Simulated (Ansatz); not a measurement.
# ReF3 (honeycomb trihalide sheet): how robust is the cRPA U?

Aim: hold the target of a cRPA run on ReF3 (honeycomb trihalide sheet) and move one thing at a time.

Method: constrained RPA on PBEsol, plane waves, PAW, in Ansatz 0.2.0.

### Step 1. Set-up

The cell holds 8 atoms: 2 Re and 6 F. Its edges and angles: a = 4.537 Å, b = 4.537 Å, c = 28.448 Å, α = 90.0°, β = 90.0°, γ = 120.0°. Vacuum lies along c.

Coordinates:

```cif
data_structure
_symmetry_space_group_name_H-M 'P 1'
_symmetry_Int_Tables_number 1
_cell_length_a 4.5374
_cell_length_b 4.5374
_cell_length_c 28.4480
_cell_angle_alpha 90.000
_cell_angle_beta 90.000
_cell_angle_gamma 120.000
_cell_volume 507.21
loop_
_atom_site_label
_atom_site_type_symbol
_atom_site_fract_x
_atom_site_fract_y
_atom_site_fract_z
_atom_site_occupancy
Re1 Re 0.33333 0.66667 0.32206 1
Re2 Re 0.66667 0.33333 0.32206 1
F3 F 0.34130 0.00000 0.37092 1
F4 F 0.00000 0.34130 0.37092 1
F5 F 0.65870 0.65870 0.37092 1
F6 F 0.65870 0.00000 0.27321 1
F7 F 0.00000 0.65870 0.27321 1
F8 F 0.34130 0.34130 0.27321 1
```

The structure was relaxed with PBEsol. The structure was generated from a model, not taken from a measurement. The runs that relaxed it are not among those shown. The program's search for lower electronic states was switched off, so nothing shows that the state found is the lowest. Spin-orbit coupling is left out unless a step names it. The default PAW set here is soft_2. Its files were made with PBE. The Coulomb interaction is cut off across the vacuum.

### Step 2. Base: Re t2g, bands v4 to c2, 6×6×1 mesh, medium accuracy

Constrained RPA screens the interaction with every transition except those inside the target bands, which a later many-body model would treat itself.

input.yaml

```yaml
crystal:
  lattice:
    - [3.70475132, -1.85237566, 1.85237566]
    - [-1.85237566, -1.85237566, -3.70475132]
    - [16.42446046, 16.42446046, -16.42446046]
  atoms:
    - { symbol: Re, position: [0.3333333333, 0.6666666667, 0.3220613049] }
    - { symbol: Re, position: [0.6666666667, 0.3333333333, 0.3220613049] }
    - { symbol: F, position: [0.3412950771, 0.0, 0.3709169614] }
    - { symbol: F, position: [0.0, 0.3412950771, 0.3709169614] }
    - { symbol: F, position: [0.6587049229, 0.6587049229, 0.3709169614] }
    - { symbol: F, position: [0.6587049229, 0.0, 0.2732056483] }
    - { symbol: F, position: [0.0, 0.6587049229, 0.2732056483] }
    - { symbol: F, position: [0.3412950771, 0.3412950771, 0.2732056483] }
  periodic: [true, true, false]
kpoints:
  mp_grid: { grid: [6, 6, 1] }
hamiltonian:
  xc: pbesol
scf:
  occupations: { method: gaussian, width: 0.08 }
  n_extra_bands: 24
  max_iter: 150
  lower_state_search: "off"
output:
  crpa:
    kmesh: [6, 6, 1]
    target_bands: [v4, c2]
    projections: [{ species: Re, l: d, shell: 5, orbitals: [dxz, dyz, dxy] }]
  local_orbitals:
    kmesh: [12, 12, 1]
    orbitals: [{ species: Re, l: d, shell: 5, orbitals: [dxz, dyz, dxy] }]
    window: { bands: [v4, c2] }
    seedname: lo
```

Started as:

```console
$ ansatz run input.yaml --threads 4 --pin off --max-ram 14745MiB --backend cpu --events-out ev --progress --plain --runs-dir out
```

Numbers of over 12 decimals in the logs are rounded to 6 here.

The program printed:

```text
scf.n_extra_bands = 24 over 36 filled bands (N_el = 72.0): the run solves 60 bands
Engine: ansatz 0.2.0, aarch64-unknown-linux-gnu
Pseudopotentials: kind: paw
Pseudopotential: Re, paw, valence charge 15, recommended cutoff 420 eV (normal), Re.paw.azcp
Pseudopotential: F, paw, valence charge 7, recommended cutoff 420 eV (normal), F.paw.azcp
Functional definition: PBEsol
  exchange = pbesol_x
  correlation = pbesol_c
Crystal: 8 atoms, lattice volume = 507.215 Å³
Basis set: ecut = 420 eV, 9941 PW (Γ)
Bands: 60, of which v1, the nominal top of the filled ones, is band 36 counted from 1 (35 counted from 0)
Symmetry: 12 space group operations
Space group: P-31m (ITA 162), of the structure as read, at distance tolerance 8.0e-5 Å
k-points: 7 of 36
Non-local potential: Re, projectors of the file, l = 0: 3, l = 1: 2, l = 2: 2, l = 3: 1
Non-local potential: F, projectors of the file, l = 0: 2, l = 1: 2, l = 2: 1
PAW form: soft (Blöchl's): semilocal exchange-correlation on the pseudo side does not see the compensation charge
PAW frozen core: Re, regenerated for the run's functional, and the local potential with it (the file was generated under x = pbe(κ = 0.804, μ = 0.219515), c = pbe(β = 0.066725))
PAW frozen core: F, regenerated for the run's functional, and the local potential with it (the file was generated under x = pbe(κ = 0.804, μ = 0.219515), c = pbe(β = 0.066725))
PAW one-centre angular grid: Re, 590 points (default); XC on 64 Gauss nodes
PAW one-centre angular grid: F, 110 points (default); XC on 64 Gauss nodes
Initial density: superposition of atomic densities (neutral atoms: chi_scale 0, normalization atom), corrected by the library's trained network
Initial wavefunctions: pseudopotential atomic-orbital guess
Functional: x = pbesol(κ = 0.804, μ = 0.123457), c = pbesol(β = 0.046)
SCF iter   1: F=—  HF=-26273.301942 eV  |F-HF|=—  |Δ(HF+E_count)|=         —  Δρ=9.29e-3  dr2=3.86e-1  ethr=1.77e-3  ⟨swp⟩=13.1  Hψ=3292  notcnv=0  defer=44
preconditioner: auto → LDOS  [insulator: Δε(μ)=0.184 eV  Ē_g=17.305 eV  σ=0.080 eV  W_gap=0.74  n_scr=82 (ndim 8)  ℏωp=12.3 eV  f_vac=0.800  D(μ)=2.90/eV (n_scr^D=8)  ε∞_Penn≈1.5  β→1.0]
SCF iter   2: F=—  HF=-26273.243229 eV  |F-HF|=—  |Δ(HF+E_count)|=   5.87e-2  Δρ=6.14e-3  dr2=8.58e-2  ethr=5.35e-4  ⟨swp⟩=3.3  Hψ=873  notcnv=0  defer=122
SCF iter   3: F=—  HF=-26273.226698 eV  |F-HF|=—  |Δ(HF+E_count)|=   1.65e-2  Δρ=1.52e-3  dr2=6.91e-3  ethr=1.19e-4  ⟨swp⟩=2.7  Hψ=594  notcnv=0  defer=122
SCF iter   4: F=—  HF=-26273.225628 eV  |F-HF|=—  |Δ(HF+E_count)|=   1.07e-3  Δρ=1.88e-4  dr2=2.57e-4  ethr=9.60e-6  ⟨swp⟩=3.3  Hψ=704  notcnv=0  defer=122
SCF iter   5: F=—  HF=-26273.225799 eV  |F-HF|=—  |Δ(HF+E_count)|=   1.71e-4  Δρ=4.31e-5  dr2=5.38e-6  ethr=3.57e-7  ⟨swp⟩=3.4  Hψ=741  notcnv=0  defer=122
[...]
cRPA screening: q 6/36 (q-point 3)
cRPA screening: q 10/36 (q-point 4)
cRPA screening: q 12/36 (q-point 8)
cRPA screening: q 14/36 (q-point 9)
cRPA screening: q 18/36 (q-point 10)
cRPA screening: q 22/36 (q-point 11)
cRPA screening: q 26/36 (q-point 12)
cRPA screening: q 28/36 (q-point 15)
cRPA screening: q 30/36 (q-point 16)
cRPA screening: q 34/36 (q-point 17)
cRPA screening: q 36/36 (q-point 22)
SCF converged after 7 iterations
Free energy (F): -26273.225833 eV
Harris-Foulkes:  -26273.225833 eV  (|F-HF|=1.19e-7)
Internal energy: -26273.216007 eV  (E = F + TS)
E sigma→0 (E₀):  -26273.220920 eV
Entropy (-TS):   -0.009826 eV (-1.228 meV/atom)
Fermi energy:    -5.307136 eV
--- Per-component energies (eV) ---
  E_band       = -1832.086151
  E_kinetic    = 2311.793872
  E_local      = -158121.975773  (includes V_loc(G=0)·N_el)
  E_nonlocal   = 548.711593
  E_hartree    = 77659.414777
  E_xc         = -1266.616765
  E_vxc        = -1206.839060  (∫ρ·V_xc dr)
  E_paw        = -18222.355089  (= ΣΔE_a)
  E_vpaw       = -682.606112  (= ΣTr[D̂ρ^β])
  E_aug_tail   = 0.012094  (compensation charges beyond the density's cutoff)
  E_ewald      = 70817.078104
  E_core_change = 0.721179  (= ΣΔE_core)
  E_smearing   = -0.009826  (= −TS)
  E_closure    = 0.000000  (closes the sum)
  Σ components = -26273.225833   (vs F -26273.225833, Δ=0.00e0)
--- Band table (eV; the first three rows and the last of 7) ---
  k-point 0: bands = [... 32 lower, -8.0786, -6.8819, -6.8819, -6.4401, -6.4401, -4.2231, -3.4518, -3.4518, ... 20 higher]
  k-point 1: bands = [... 32 lower, -8.1909, -7.3496, -7.3019, -5.9382, -5.9226, -4.1981, -3.5354, -3.4317, ... 20 higher]
  k-point 2: bands = [... 32 lower, -8.4599, -7.8813, -7.6938, -5.3684, -5.3565, -4.0807, -3.5866, -3.3891, ... 20 higher]
  k-point 6: bands = [... 32 lower, -8.3988, -8.3988, -8.2728, -4.8988, -4.8988, -3.9329, -3.5606, -3.3726, ... 20 higher]
  the weakly bound empty levels are not read free of the cell's end (no_gap_told)
--- cRPA (band scheme, projected local orbitals): target bands 33..38 (1-based), 6 Wannier function(s), 6×6×1 mesh, 76 bands' worth read of 81 solved, ecut_chi 136.0 eV, v(q+G=0) probe_charge, pair densities all_electron ---
  χ-basis size per q: N_G = 1806..1897
  window electrons = 8.0000, filled by tetrahedron_uncorrected; constrained ε̄⁻¹(q = 0, 0) head = 0.820500; min gauge Gram eig = 0.5673
  Kanamori averages over each shell's own Wannier functions (sites counted from 0, functions from 1):
  Each shell's averages of U are screened by what lies outside the whole window alone: parameters of one model of all the shells.
    Site 0, 5D, 3 of 5 d orbitals (Wannier functions 1, 2, 3; wannier90's mr 2, 3, 5):
      screened: U = 5.2951 eV, U' = 4.5837 eV, J = 0.3037 eV
      screened, to within: U = 1.3e-2 eV, U' = 1.3e-2 eV, J = 4.0e-4 eV
      bare: V = 11.8846 eV, V' = 10.8555 eV, J = 0.4283 eV
    Site 1, 5D, 3 of 5 d orbitals (Wannier functions 4, 5, 6; wannier90's mr 2, 3, 5):
      screened: U = 5.2951 eV, U' = 4.5837 eV, J = 0.3037 eV
      screened, to within: U = 1.3e-2 eV, U' = 1.3e-2 eV, J = 4.0e-4 eV
      bare: V = 11.8846 eV, V' = 10.8555 eV, J = 0.4283 eV
  Hermiticity witness max|P − P†| over intra, direct and exchange elements: 8.88e-15 eV (screened), 5.65e-17 eV (bare)
  Reality witness max|Im| over intra, direct and exchange elements: 2.23e-16 eV (screened), 4.06e-16 eV (bare)
```

It took 23 min on 4 threads of Arm Neoverse V1, shared host; peak memory 3.2 GiB; 1.5 h of CPU time.

The column dr2 measures how far the density is from self-consistency, as an energy; F and HF (Harris–Foulkes) agree once it is small.

Numbers from this step:

```yaml
u: 5.295 eV
u_prime_inter_orbital: 4.584 eV
j: 0.3037 eV
bare_v: 11.88 eV
bare_j: 0.4283 eV
stated_bound_on_u: 0.01222 eV
u_over_bare_v: 0.4455
electrons_in_the_window: 8.000
head_of_the_constrained_inverse_dielectric_matrix: 0.8205
least_eigenvalue_of_the_projection_s_overlap: 0.5673
target_functions: 6
bands_in_the_sums: 76
r_m_s_miss_of_the_model_bands: 1.01e-5 eV
width_of_the_target_bands: 4.735 eV
weight_of_the_projected_orbitals_in_the_window: 0.7622
```

On the Re t2g shell, screening brings the on-site interaction from 11.9 eV down to U = 5.30 eV.

### Step 3. Changed: 3×3×1 mesh

input.yaml: that of step 2 with these lines changed.

```diff
@@ -26,9 +26,4 @@
   crpa:
-    kmesh: [6, 6, 1]
+    kmesh: [3, 3, 1]
     target_bands: [v4, c2]
     projections: [{ species: Re, l: d, shell: 5, orbitals: [dxz, dyz, dxy] }]
-  local_orbitals:
-    kmesh: [12, 12, 1]
-    orbitals: [{ species: Re, l: d, shell: 5, orbitals: [dxz, dyz, dxy] }]
-    window: { bands: [v4, c2] }
-    seedname: lo
```

The program printed:

```text
[...]
Crystal: 8 atoms, lattice volume = 507.215 Å³
Basis set: ecut = 420 eV, 9941 PW (Γ)
Bands: 60, of which v1, the nominal top of the filled ones, is band 36 counted from 1 (35 counted from 0)
Symmetry: 12 space group operations
[...]
k-points: 7 of 36
[...]
SCF iter   1: F=—  HF=-26273.301942 eV  |F-HF|=—  |Δ(HF+E_count)|=         —  Δρ=9.29e-3  dr2=3.86e-1  ethr=1.77e-3  ⟨swp⟩=13.1  Hψ=3292  notcnv=0  defer=44
[...]
SCF iter   7: F=-26273.225833 eV  HF=-26273.225833 eV  |F-HF|=1.19e-7  |Δ(HF+E_count)|=   1.19e-6  Δρ=2.81e-6  dr2=3.37e-8  ethr=1.39e-10  ⟨swp⟩=33.1  Hψ=4161  notcnv=0
SCF 1 converged in 7 iterations: F = -26273.225833 eV  dr2 = 3.37e-8
[...]
NSCF: frozen V_eff on 3 k-points
[...]
cRPA screening: q 1/9
cRPA screening: q 2/9
cRPA screening: q 6/9 (q-point 5)
cRPA screening: q 8/9 (q-point 6)
SCF converged after 7 iterations
[...]
k-point 1: bands = [... 32 lower, -8.1909, -7.3496, -7.3019, -5.9382, -5.9226, -4.1981, -3.5354, -3.4317, ... 20 higher]
  k-point 2: bands = [... 32 lower, -8.4599, -7.8813, -7.6938, -5.3684, -5.3565, -4.0807, -3.5866, -3.3891, ... 20 higher]
  k-point 6: bands = [... 32 lower, -8.3988, -8.3988, -8.2728, -4.8988, -4.8988, -3.9329, -3.5606, -3.3726, ... 20 higher]
  the weakly bound empty levels are not read free of the cell's end (no_gap_told)
[...]
χ-basis size per q: N_G = 1806..1897
[...]
Site 0, 5D, 3 of 5 d orbitals (Wannier functions 1, 2, 3; wannier90's mr 2, 3, 5):
      screened: U = 5.3187 eV, U' = 4.6067 eV, J = 0.3037 eV
      screened, to within: U = 1.6e-2 eV, U' = 1.6e-2 eV, J = 4.7e-4 eV
      bare: V = 11.9309 eV, V' = 10.9012 eV, J = 0.4284 eV
    Site 1, 5D, 3 of 5 d orbitals (Wannier functions 4, 5, 6; wannier90's mr 2, 3, 5):
      screened: U = 5.3187 eV, U' = 4.6067 eV, J = 0.3037 eV
      screened, to within: U = 1.6e-2 eV, U' = 1.6e-2 eV, J = 4.7e-4 eV
      bare: V = 11.9309 eV, V' = 10.9012 eV, J = 0.4284 eV
[...]
[key lines of the parts left out:]
Free energy (F): -26273.225833 eV
Fermi energy:    -5.307136 eV
```

Elapsed: 3.8 min, on 4 threads; peak memory 2.5 GiB; 14 min of CPU time.

This step gave:

```
U                                                 : 5.319 eV
U prime (inter-orbital)                           : 4.607 eV
J                                                 : 0.3037 eV
bare V                                            : 11.93 eV
bare J                                            : 0.4284 eV
stated bound on U                                 : 0.01527 eV
U over bare V                                     : 0.4458
electrons in the window                           : 8.000
head of the constrained inverse dielectric matrix : 0.7895
least eigenvalue of the projection's overlap      : 0.5673
target functions                                  : 6
bands in the sums                                 : 76
width of the target bands                         : 4.735 eV
weight of the projected orbitals in the window    : 0.7622
```

On the Re t2g shell, screening brings the on-site interaction from 11.9 eV down to U = 5.32 eV.

### Step 4. Changed: spin-orbit coupling, which the program doesn't serve

This step: constrained RPA on PBEsol with spin-orbit coupling, plane waves, PAW.

input.yaml: that of step 3 with these lines changed.

```diff
@@ -24,5 +24,8 @@
   lower_state_search: "off"
+magnetization:
+  noncollinear: true
+  spin_orbit: true
 output:
   crpa:
-    kmesh: [3, 3, 1]
+    kmesh: [6, 6, 1]
     target_bands: [v4, c2]
```

The program printed:

```text
Error: output.crpa with magnetization.noncollinear: true — the cRPA pipeline runs scalar-band solve channels only (unpolarised or collinear) — spinor oscillator elements are not implemented; use a collinear or unpolarised deck, or drop the output.crpa: request
```

Run time: 0.03 s. Hardware: 4 threads; peak memory 0.034 GiB.

The program refused the input before any cycle.

The program's message: “Error: output.crpa with magnetization.noncollinear: true — the cRPA pipeline runs scalar-band solve channels only (unpolarised or collinear) — spinor oscillator elements are not implemented; use a col …”

The fault put into this input: spin-orbit coupling, which the program doesn't serve.

### Step 5. Side by side

Times are wall times on 4 threads of Arm Neoverse V1, shared host, good to a factor of about two.

| run | bare V (eV) | U (eV) | J (eV) | bound on U (eV) | width (eV) | time |
| --- | --- | --- | --- | --- | --- | --- |
| target window | 11.88 | 5.295 | 0.304 | 0.0122 | 4.73 | 23 min |
| 3×3×1 mesh | 11.93 | 5.319 | 0.304 | 0.0153 | 4.73 | 3.8 min |

### Step 6. Results

| Quantity | Value |
| --- | --- |
| target window | U 5.30 eV, J 0.30 eV |
| 3×3×1 mesh | U 5.32 eV, J 0.30 eV |

3×3×1 mesh moves U by +0.02 eV (within the solver's bounds, for the mean over orbitals) at 0.16 times the time. The printed bound covers the solver alone, not the mesh, and no denser mesh than the base was run. The parent state is non-magnetic and the interaction static (zero frequency); U depends on the window and the orbitals, so it belongs to this model alone. Spin-orbit coupling, which is strong for atoms this heavy, is left out.

[Paths, hosts, dates, memory and timing lines, banners, echoed tables and standing remarks are left out of the program output.]

[Logs are printed without paths, hosts, clocks, repeated set-up lines and the standing remarks that a program may print on its own settings, such as how far it seeks lower states.]

[Runs of the session that timed out or met a known fault of the program may be left out.]

[Hosts, paths, dates, database ids (printed as entryN), source tags and the programs' standing remarks are cut or masked in the printed files.]
